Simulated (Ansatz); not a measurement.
# What CsGeBr3 (Pm-3m) distorts into

Aim: this structure of CsGeBr3 (Pm-3m) is to be tested for unstable modes, and one is followed downhill.

Main program and level: Ansatz 0.2.0; DFT PBEsol, scalar-relativistic, plane waves, PAW; PAW set soft_1.

In doubt: the program warns that the response may not be converged on this k-mesh (step 2), which bears on the force constants and all frequencies.

## Step 1: The structure

It takes space group Pm-3m (No. 221, cubic). The conventional cell has a = 5.470 Å, b = 5.470 Å, c = 5.470 Å, α = 90.00°, β = 90.00°, γ = 90.00°. Nearest to Cs lie 12 Br at 3.87 Å. Ge has 6 Br at 2.74 Å nearest. Nearest to Br lie 2 Ge at 2.74 Å and 4 Cs at 3.87 Å. Farther neighbours and most contacts between anions are not listed.

## Step 2: Linear response at the zone centre

The cell comes from relaxations at this level that are not shown. The zone centre is the only wavevector solved here; it holds the modes that light can see, as far as symmetry allows. The response to a homogeneous field gives the Born charges and the dielectric tensor.

The input, input.yaml:

```yaml
crystal:
  lattice:
    - [5.4702110526, 0.0, 0.0]
    - [0.0, 5.4702110526, 0.0]
    - [0.0, 0.0, 5.4702110526]
  atoms:
    - { symbol: Cs, position: [0.0, 0.0, 0.0] }
    - { symbol: Ge, position: [0.5, 0.5, 0.5] }
    - { symbol: Br, position: [0.5, 0.5, 0.0] }
    - { symbol: Br, position: [0.5, 0.0, 0.5] }
    - { symbol: Br, position: [0.0, 0.5, 0.5] }
kpoints:
  mp_grid: { grid: [12, 12, 12] }
hamiltonian:
  xc: pbesol
  pseudopotentials: { kind: paw, azcp: { folder: soft_1 }, xc_functional: pbe }
scf:
  occupations: { method: fixed }
output:
  eigenvalues: true
phonons:
  method: dfpt
  dielectric: true
  rigid_motions: translations
```

Started as:

```
$ ansatz run input.yaml --threads 4 --pin off --max-ram 10240MiB --backend cpu --events-out ev --progress --plain --runs-dir out
```

Numbers of over 12 decimals in the logs are rounded to 6 here.

Output:

```text
Engine: ansatz 0.2.0, aarch64-unknown-linux-gnu
Pseudopotentials: kind: paw
Pseudopotential: Cs, paw, valence charge 9, recommended cutoff 420 eV (normal), soft_1/Cs.paw.azcp
Pseudopotential: Ge, paw, valence charge 14, recommended cutoff 420 eV (normal), soft_1/Ge.paw.azcp
Pseudopotential: Br, paw, valence charge 7, recommended cutoff 420 eV (normal), soft_1/Br.paw.azcp
Functional definition: PBEsol
  exchange = pbesol_x
  correlation = pbesol_c
Crystal: 5 atoms, lattice volume = 163.686 Å³
Basis set: ecut = 420 eV, 3191 PW (Γ), exchange–correlation on 80×80×80 points (8 copies of the dense FFT grid, shifted against one another)
Bands: 27, of which v1, the nominal top of the filled ones, is band 22 counted from 1 (21 counted from 0)
Symmetry: 48 space group operations
k-points: 518 of 1728 (irreducible under 2 space group operations, time reversal used)
Non-local potential: Cs, projectors of the file, l = 0: 3, l = 1: 2, l = 2: 2, l = 3: 2
Non-local potential: Ge, projectors of the file, l = 0: 2, l = 1: 2, l = 2: 3, l = 3: 1
Non-local potential: Br, projectors of the file, l = 0: 2, l = 1: 2, l = 2: 2
PAW form: soft (Blöchl's): semilocal exchange-correlation on the pseudo side does not see the compensation charge
PAW frozen core: Cs, regenerated for the run's functional, and the local potential with it (the file was generated under x = pbe(κ = 0.804, μ = 0.219515), c = pbe(β = 0.066725))
PAW frozen core: Ge, regenerated for the run's functional, and the local potential with it (the file was generated under x = pbe(κ = 0.804, μ = 0.219515), c = pbe(β = 0.066725))
PAW frozen core: Br, regenerated for the run's functional, and the local potential with it (the file was generated under x = pbe(κ = 0.804, μ = 0.219515), c = pbe(β = 0.066725))
PAW one-centre angular grid: Cs, 194 points (default); XC on 64 Gauss nodes
PAW one-centre angular grid: Ge, 590 points (default); XC on 64 Gauss nodes
PAW one-centre angular grid: Br, 110 points (default); XC on 64 Gauss nodes
Initial density: superposition of atomic densities (chi_scale 0.1, normalization cell, long waves kept (reshape's long-wave potential 0.00 eV rms))
Initial wavefunctions: pseudopotential atomic-orbital guess
Functional: x = pbesol(κ = 0.804, μ = 0.123457), c = pbesol(β = 0.046)
SCF iter   1: F=—  HF=-18055.597730 eV  |F-HF|=—  |Δ(HF+E_count)|=         —  Δρ=2.62e-2  dr2=2.28e0  ethr=3.10e-3  ⟨swp⟩=5.0  Hψ=57116  notcnv=0  defer=1043
preconditioner: auto → Resta (q_TF=auto, 2.192 Å⁻¹)  ε∞=3.6  [insulator: Δε(μ)=0.119 eV  Ē_g=10.192 eV  n_scr=26 (ndim 8)  ℏωp=16.4 eV  f_vac=0.001  ε∞_Penn≈3.6]
SCF iter   2: F=—  HF=-18054.827830 eV  |F-HF|=—  |Δ(HF+E_count)|=   7.70e-1  Δρ=1.15e-2  dr2=6.31e-1  ethr=3.10e-3  ⟨swp⟩=3.4  Hψ=31662  notcnv=0  defer=1203
SCF iter   3: F=—  HF=-18054.524448 eV  |F-HF|=—  |Δ(HF+E_count)|=   3.03e-1  Δρ=3.30e-3  dr2=5.12e-2  ethr=1.43e-3  ⟨swp⟩=2.4  Hψ=25370  notcnv=0  defer=1438
SCF iter   4: F=—  HF=-18054.501848 eV  |F-HF|=—  |Δ(HF+E_count)|=   2.26e-2  Δρ=2.03e-3  dr2=7.28e-3  ethr=1.16e-4  ⟨swp⟩=2.4  Hψ=30787  notcnv=0  defer=1537
SCF iter   5: F=—  HF=-18054.498064 eV  |F-HF|=—  |Δ(HF+E_count)|=   3.78e-3  Δρ=6.48e-4  dr2=7.22e-4  ethr=1.65e-5  ⟨swp⟩=3.0  Hψ=27047  notcnv=0  defer=1550
SCF iter   6: F=—  HF=-18054.498469 eV  |F-HF|=—  |Δ(HF+E_count)|=   4.05e-4  Δρ=1.11e-4  dr2=1.69e-5  ethr=1.64e-6  ⟨swp⟩=2.1  Hψ=21281  notcnv=0  defer=1550
SCF iter   7: F=—  HF=-18054.498495 eV  |F-HF|=—  |Δ(HF+E_count)|=   2.67e-5  Δρ=1.23e-5  dr2=1.90e-7  ethr=3.84e-8  ⟨swp⟩=2.0  Hψ=22274  notcnv=0  defer=1441
SCF iter   8: F=—  HF=-18054.498495 eV  |F-HF|=—  |Δ(HF+E_count)|=   7.11e-8  Δρ=2.50e-6  dr2=1.13e-8  ethr=4.33e-10  ⟨swp⟩=2.0  Hψ=25326  notcnv=0  defer=1209
SCF iter   9: F=—  HF=-18054.498496 eV  |F-HF|=—  |Δ(HF+E_count)|=   2.18e-8  Δρ=4.61e-7  dr2=4.64e-10  ethr=2.57e-11  ⟨swp⟩=2.0  Hψ=24864  notcnv=0  defer=1209
SCF iter  10: F=-18054.498496 eV  HF=-18054.498496 eV  |F-HF|=9.46e-11  |Δ(HF+E_count)|=   1.14e-9  Δρ=1.16e-7  dr2=3.31e-11  ethr=1.00e-12  ⟨swp⟩=14.1  Hψ=97660  notcnv=0
SCF 1 converged in 10 iterations: F = -18054.498496 eV  dr2 = 3.31e-11
  greatest PAW one-centre occupation: 0.998 electrons in one spin orbital (limit 2), on the Ge atom at site 1 (counted from 0), in its partial waves of l = 2
DFPT response loops at Γ: preconditioner auto → Resta (q_TF=auto, 2.192 Å⁻¹)  ε∞=13.4 (no band partly filled); β = 1.00, the filter's whole step (`scf.mixing.beta` (0.50) is not read by the response loops at its default; to damp them type it under 1.00, their step now; it binds the ground state too); Broyden in place of MSR1
the response loops of the zone centre start from zero, take more passes and end by a threshold: the memory limit or budget leaves too little room for the subspace of the ground state's own states beside the solves, or none could be made (phonons.method)
── the response to a field inside a basis, on 14×14×14 k-points: an SCF that follows is theirs, and a resumed run solves both again ──
Bands: 23, of which v1, the nominal top of the filled ones, is band 22 counted from 1 (21 counted from 0)
k-points: 84
Initial density: handed on by an earlier stage of this run
Initial wavefunctions: pseudopotential atomic-orbital guess (no wavefunctions were taken with the density)
Eigensolver: Dense (84 Hₖ)
SCF iter   1: F=—  HF=-18054.483461 eV  |F-HF|=—  |Δ(HF+E_count)|=         —  Δρ=5.96e-5  dr2=2.63e-6  ethr=1.00e-1
preconditioner: auto → Resta (q_TF=auto, 2.192 Å⁻¹)  ε∞=4.6  [insulator: Δε(μ)=0.381 eV  Ē_g=8.676 eV  n_scr=26 (ndim 8)  ℏωp=16.4 eV  f_vac=0.022  ε∞_Penn≈4.6]
SCF iter   2: F=—  HF=-18054.483463 eV  |F-HF|=—  |Δ(HF+E_count)|=   1.88e-6  Δρ=3.86e-5  dr2=1.15e-6  ethr=5.97e-9
SCF iter   3: F=—  HF=-18054.483464 eV  |F-HF|=—  |Δ(HF+E_count)|=   1.11e-6  Δρ=1.06e-5  dr2=8.88e-8  ethr=2.61e-9
SCF iter   4: F=-18054.483464 eV  HF=-18054.483464 eV  |F-HF|=1.15e-8  |Δ(HF+E_count)|=   9.68e-8  Δρ=2.31e-6  dr2=8.35e-9  ethr=2.02e-10
SCF 1 converged in 4 iterations: F = -18054.483464 eV  dr2 = 8.35e-9
DFPT response loops at Γ: preconditioner auto → Resta (q_TF=auto, 2.192 Å⁻¹)  ε∞=12.5 (no band partly filled); β = 1.00, the filter's whole step (`scf.mixing.beta` (0.50) is not read by the response loops at its default; to damp them type it under 1.00, their step now; it binds the ground state too); Broyden in place of MSR1
WARN: field response: ε∞ stands inside a basis, on 14×14×14 points; the force constants stand on the 12×12×12 k-mesh, whose period is 8.41 times the interband length at k = (-0.5000, -0.5000, -0.5000), direct gap 0.335 eV, under 14: take them and everything formed from them as unconverged, and compare with a denser kpoints.mp_grid
SCF converged after 10 iterations
Free energy (F): -18054.498496 eV
Harris-Foulkes:  -18054.498496 eV  (|F-HF|=9.46e-11)
Internal energy: -18054.498496 eV  (E = F + TS)
E sigma→0 (E₀):  -18054.498496 eV
Fermi energy:    5.235493 eV
--- Per-component energies (eV) ---
  E_band       = -287.787287
  E_kinetic    = 629.792411
  E_local      = -3634.264501  (includes V_loc(G=0)·N_el)
  E_nonlocal   = 392.622913
  E_hartree    = 1577.795722
  E_xc         = -834.689782
  E_vxc        = -530.453096  (∫ρ·V_xc dr)
  E_paw        = -13748.245483  (= ΣΔE_a)
  E_vpaw       = -301.076456  (= ΣTr[D̂ρ^β])
  E_aug_tail   = 0.000007  (compensation charges beyond the density's cutoff)
  E_ewald      = -2438.848697
  E_core_change = 1.338914  (= ΣΔE_core)
  E_smearing   = -0.000000  (= −TS)
  E_closure    = 0.000000  (closes the sum)
  Σ components = -18054.498496   (vs F -18054.498496, Δ=0.00e0)
--- Band table (eV; the first three rows and the last of 518) ---
  k-point 0: bands = [... 18 lower, 2.3940, 2.6801, 2.6801, 2.6801, 7.9989, 8.6241, 8.6241, 9.2697, ... 1 higher]
  k-point 1: bands = [... 18 lower, 2.3781, 2.6608, 2.6620, 2.6620, 8.0953, 8.6835, 8.7001, 9.3001, ... 1 higher]
  k-point 2: bands = [... 18 lower, 2.3344, 2.6139, 2.6139, 2.6247, 8.3677, 8.8577, 8.9166, 9.3913, ... 1 higher]
  k-point 517: bands = [... 18 lower, 3.0985, 3.0985, 3.0985, 5.2355, 5.5704, 5.5704, 5.5704, 9.4831, ... 1 higher]
--- Phonons (Γ-DFPT): 4 representative perturbations + reference, on 518 of 1728 k-points (Σ response iterations 28) ---
  k mesh reduced under 2 symmetry operations, with k and −k counted as one. Each operation leaves every solved perturbation unchanged. A smaller set is not considered because the run solves the response to a homogeneous field
  ASR residual: 8.066e-5 → 0.000e0 eV/Å²; symmetrization residual: 4.012e-5 eV/Å²
  ASR residual per site (eV/Å²): 8.07e-5 2.69e-5 6.94e-5 6.94e-5 6.94e-5
  Γ frequencies (cm⁻¹): -61.23 -61.23 -61.23 0.00 0.00 0.00 41.51 41.51 41.51 51.64 51.64 51.64 75.85 75.85 75.85
  ε∞ (high-frequency dielectric tensor):
        8.955996     0.000000    -0.000000
        0.000000     8.955996     0.000000
       -0.000000     0.000000     8.955996
  softest optical mode at Γ: -61.23 cm⁻¹; the repairs (sum rule, projections) moved no ω² at Γ by more than (1.58 cm⁻¹)²
  Born effective charges Z* (e; rows j = field, columns β = displacement):
    site 0:
         1.34003   -0.00000   -0.00000
         0.00000    1.34003    0.00000
         0.00000    0.00000    1.34003
    site 1:
         5.61882    0.00000   -0.00000
         0.00000    5.61882    0.00000
        -0.00000    0.00000    5.61882
    site 2:
        -0.66978   -0.00000    0.00000
         0.00000   -0.66978    0.00000
         0.00000    0.00000   -5.61929
    site 3:
        -0.66978    0.00000    0.00000
        -0.00000   -5.61929    0.00000
         0.00000    0.00000   -0.66978
    site 4:
        -5.61929   -0.00000   -0.00000
         0.00000   -0.66978    0.00000
         0.00000    0.00000   -0.66978
  Z* charge neutrality: 2.062e-3 e pre-enforcement
  solved inside a basis spanned on kpoints, on 14×14×14 k-points transformed towards the longest dipole: ε∞ is read to err by 3.3e-2, Z* by 2.3e-2 e (field_mesh: kpoints solves on kpoints); Z* is corrected for what the basis lacks
  optical modes at Γ without the LO–TO term, one row a degenerate level:
      ω (cm⁻¹)  modes    IR ((D/Å)²/amu)
        -61.23      3            57.4711
         41.51      3             1.4051
         51.64      3             0.0000
         75.85      3             0.2730
  optical modes at Γ + LO–TO along q̂ = [1.0000, 0.0000, 0.0000]:
      ω (cm⁻¹)  modes    IR ((D/Å)²/amu)
        -61.23      2            38.3140
         39.51      1             0.0254
         41.51      2             0.9367
         51.64      3             0.0000
         75.44      1             0.0200
         75.85      2             0.1820
        158.62      1            19.6711
  optical modes at Γ + LO–TO along q̂ = [0.0000, 1.0000, 0.0000]:
      ω (cm⁻¹)  modes    IR ((D/Å)²/amu)
        -61.23      2            38.3140
         39.51      1             0.0254
         41.51      2             0.9367
         51.64      3             0.0000
         75.44      1             0.0200
         75.85      2             0.1820
        158.62      1            19.6711
  optical modes at Γ + LO–TO along q̂ = [0.0000, 0.0000, 1.0000]:
      ω (cm⁻¹)  modes    IR ((D/Å)²/amu)
        -61.23      2            38.3140
         39.51      1             0.0254
         41.51      2             0.9367
         51.64      3             0.0000
         75.44      1             0.0200
         75.85      2             0.1820
        158.62      1            19.6711
```

The job ended after 9.4 min (4 threads of Arm Neoverse V2, shared host; peak memory 7.9 GiB; 37 min of CPU time).

In the SCF lines HF is the Harris–Foulkes energy and dr2 the Hartree energy of the density residual, in eV; the loop may stop once dr2 is under the threshold and the program's other checks hold. Hψ counts applications of the Hamiltonian.

This step gave:

| Item | Value |
| --- | --- |
| gap on the k-mesh | 0.3349 eV |
| volume per atom | 32.74 Å³ |
| sum-rule residual before enforcement | 8.07e-5 eV/Å² |
| miss of the charge sum rule | 0.002062 e |
| estimated error of the dielectric tensor | 0.03285 |
| estimated error of the Born charges | 0.02312 e |
| point group | m-3m |
| highest optical mode at the zone centre (no LO-TO term) | 75.85 cm⁻¹ |
| lowest optical zone-centre mode | -61.23 cm⁻¹ |
| mean high-frequency dielectric constant | 8.956 |
| largest Born charge (third of the trace) | 5.619 e |
| top of the zone-centre spectrum with the field | 158.6 cm⁻¹ |

Without the LO-TO term. Patterns of degenerate modes are one choice out of their space. Modes at Γ, with each element's share of the kinetic energy (negative means imaginary):

| mode | frequency (cm⁻¹) | symmetry | Cs % | Ge % | Br % |
| --- | --- | --- | --- | --- | --- |
| 1 | -61.2 | T1u | 0 | 63 | 37 |
| 2 | -61.2 | T1u | 0 | 63 | 37 |
| 3 | -61.2 | T1u | 0 | 63 | 37 |
| 4 | 0.0 | acoustic | 30 | 16 | 54 |
| 5 | 0.0 | acoustic | 30 | 16 | 54 |
| 6 | 0.0 | acoustic | 30 | 16 | 54 |
| 7 | 41.5 | T1u | 69 | 9 | 21 |
| 8 | 41.5 | T1u | 69 | 9 | 21 |
| 9 | 41.5 | T1u | 69 | 9 | 21 |
| 10 | 51.6 | T2u | 0 | 0 | 100 |
| 11 | 51.6 | T2u | 0 | 0 | 100 |
| 12 | 51.6 | T2u | 0 | 0 | 100 |
| 13 | 75.8 | T1u | 1 | 12 | 88 |
| 14 | 75.8 | T1u | 1 | 12 | 88 |
| 15 | 75.8 | T1u | 1 | 12 | 88 |

Displacements in mode 2 (-61.2 cm⁻¹), the largest set to 1:
```
Cs1  0.00  0.00  0.00
Ge2  1.00  0.00  0.00
Br3 -0.10  0.00  0.00
Br4 -0.10  0.00  0.00
Br5 -0.72  0.00  0.00
```

Displacements in mode 10 (51.6 cm⁻¹), the largest set to 1:
```
Cs1  0.00  0.00  0.00
Ge2  0.00  0.00  0.00
Br3 -1.00 -0.11  0.00
Br4  1.00  0.00  0.37
Br5  0.00  0.11 -0.37
```

Before it was imposed, the acoustic sum rule was missed by 8.1e-5 eV/Å² and the charge sum rule by 0.0021 e. Small misses are needed for a sound result but don't prove that mesh and cutoff are converged. The lowest optical mode is imaginary, 61.2i cm⁻¹, so the energy falls along it.

The log warns of the k mesh: “the force constants stand on the 12×12×12 k-mesh, whose period is 8.41 times the interband length at k = (-0.5000, -0.5000, -0.5000), direct gap 0.335 eV, under 14: take them and everything formed from them as unconverged”.

## Step 3: The mode frozen in, largest atomic shift 0 Å

The mode followed lies at Γ with frequency 61.2i cm⁻¹ and is 3-fold degenerate, the softest among the wavevectors solved. At small amplitude the distorted cell has space group no. 38 by a symmetry search on the positions. The undistorted cell that holds it gives the zero of energy on the same k mesh.

Edit input.yaml of step 2 so:

```diff
@@ -17,8 +17,6 @@
 scf:
-  occupations: { method: fixed }
+  occupations: { method: gaussian, width: 0.02 }
 output:
+  forces: true
+  stress: true
   eigenvalues: true
-phonons:
-  method: dfpt
-  dielectric: true
-  rigid_motions: translations
```

Output:

```text
[...]
Crystal: 5 atoms, lattice volume = 163.686 Å³
Basis set: ecut = 420 eV, 3191 PW (Γ), exchange–correlation on 80×80×80 points (8 copies of the dense FFT grid, shifted against one another)
Bands: 27, of which v1, the nominal top of the filled ones, is band 22 counted from 1 (21 counted from 0)
Symmetry: 48 space group operations
[...]
k-points: 84 of 1728
[...]
k-point 0: bands = [... 18 lower, 2.3940, 2.6801, 2.6801, 2.6801, 7.9989, 8.6241, 8.6241, 9.2697, ... 1 higher]
  k-point 1: bands = [... 18 lower, 2.3781, 2.6607, 2.6620, 2.6620, 8.0953, 8.6834, 8.7000, 9.3001, ... 1 higher]
  k-point 2: bands = [... 18 lower, 2.3343, 2.6139, 2.6139, 2.6247, 8.3676, 8.8577, 8.9165, 9.3913, ... 1 higher]
  k-point 83: bands = [... 18 lower, 3.0985, 3.0985, 3.0985, 5.2355, 5.5703, 5.5703, 5.5703, 9.4831, ... 1 higher]
[key lines of the parts left out:]
SCF converged after 8 iterations
Free energy (F): -18054.498495 eV
Fermi energy:    5.402241 eV
P = ⅓ Tr σ = 0.0001 GPa (0.001 kbar)
```

Wall time 6.2 s (4 threads); peak memory 0.64 GiB; 24 s of CPU time.

Numbers from this step:

```
pressure                         : 6.64e-5 GPa
energy from the undistorted cell : 0 meV/atom
```

At this level the gap is 0.33 eV on the k-mesh of the self-consistent run, which can miss the band edges.

## Step 4: The mode frozen in, largest atomic shift 0.08 Å

The atoms are moved along the unstable eigenvector, the largest shift by 0.08 Å, with the cell fixed.

input.yaml, the sections that differ from step 3:

```yaml
crystal:
  lattice:
    - [5.4702110526, 0.0, 0.0]
    - [0.0, 5.4702110526, 0.0]
    - [0.0, 0.0, 5.4702110526]
  atoms:
    - { symbol: Cs, position: [0.0, 2.87903e-05, 2.87903e-05] }
    - { symbol: Ge, position: [0.5, 0.5103411993, 0.5103411993] }
    - { symbol: Br, position: [0.5, 0.4989796579, -0.0074069992] }
    - { symbol: Br, position: [0.5, -0.0074069992, 0.4989796579] }
    - { symbol: Br, position: [0.0, 0.4989796579, 0.4989796579] }
# kpoints, hamiltonian, scf, output: as in step 3
```

Output:

```text
[...]
Crystal: 5 atoms, lattice volume = 163.686 Å³
Basis set: ecut = 420 eV, 3191 PW (Γ), exchange–correlation on 80×80×80 points (8 copies of the dense FFT grid, shifted against one another)
Bands: 27, of which v1, the nominal top of the filled ones, is band 22 counted from 1 (21 counted from 0)
Symmetry: 4 space group operations
[...]
k-point 0: bands = [... 18 lower, 2.3920, 2.6692, 2.6749, 2.6814, 7.9929, 8.6153, 8.6206, 9.2254, ... 1 higher]
  k-point 1: bands = [... 18 lower, 2.3813, 2.6438, 2.6567, 2.6708, 8.0892, 8.6783, 8.6927, 9.2693, ... 1 higher]
  k-point 2: bands = [... 18 lower, 2.3433, 2.5934, 2.6083, 2.6410, 8.3612, 8.8530, 8.9083, 9.3646, ... 1 higher]
  k-point 300: bands = [... 18 lower, 3.0784, 3.0946, 3.0979, 5.2552, 5.6085, 5.6499, 5.6730, 9.4758, ... 1 higher]
[key lines of the parts left out:]
SCF converged after 8 iterations
Free energy (F): -18054.502033 eV
Fermi energy:    5.431888 eV
P = ⅓ Tr σ = 0.1455 GPa (1.455 kbar)
```

It took 37 s on 4 threads; peak memory 1.2 GiB.

Numbers from this step:

- pressure: 0.1455 GPa
- gap on the k-mesh: 0.3533 eV
- energy from the undistorted cell: -0.707 meV/atom

The energy, extrapolated to zero smearing, is -0.71 meV/atom against the undistorted cell.

The run ends at a pressure of 0.15 GPa, with forces up to 0.034 eV/Å.

## Step 5: Energy along the mode, all amplitudes (two of the runs are shown above)

An imaginary frequency means negative curvature, so the energy should fall and then rise again as anharmonic terms take over.

This step gave:

| Quantity | Value |
| --- | --- |
| depth at the lowest point sampled | 0.707 meV/atom |
| largest atomic shift at that point | 0.08 Å |

Energy from the parent against largest atomic shift:

```
largest atomic shift (Å)  energy from the parent (meV/atom)
                  0.0000                                  0
                  0.0400                             -0.234
                  0.0800                             -0.707
                  0.1400                             -0.336
                  0.2200                               8.00
```

Displacement at unit largest shift by atom:

| atom | x (Å) | y (Å) | z (Å) | size |
| --- | --- | --- | --- | --- |
| Cs1 | 0.000 | 0.002 | 0.002 | 0.003 |
| Ge2 | 0.000 | 0.707 | 0.707 | 1.000 |
| Br3 | 0.000 | -0.070 | -0.506 | 0.511 |
| Br4 | 0.000 | -0.506 | -0.070 | 0.511 |
| Br5 | 0.000 | -0.070 | -0.070 | 0.099 |

The lowest of the steps tried is at 0.08 Å, 0.707 meV/atom below the parent; the bottom of the well need not coincide with a step.

[end of part 1 of 2]

[Logs are printed without paths, hosts, clocks, repeated set-up lines and the standing remarks that a program may print on its own settings, such as how far it seeks lower states.]

[Hosts, paths, dates, database ids (printed as entryN), source tags and the programs' standing remarks are cut or masked in the printed files.]
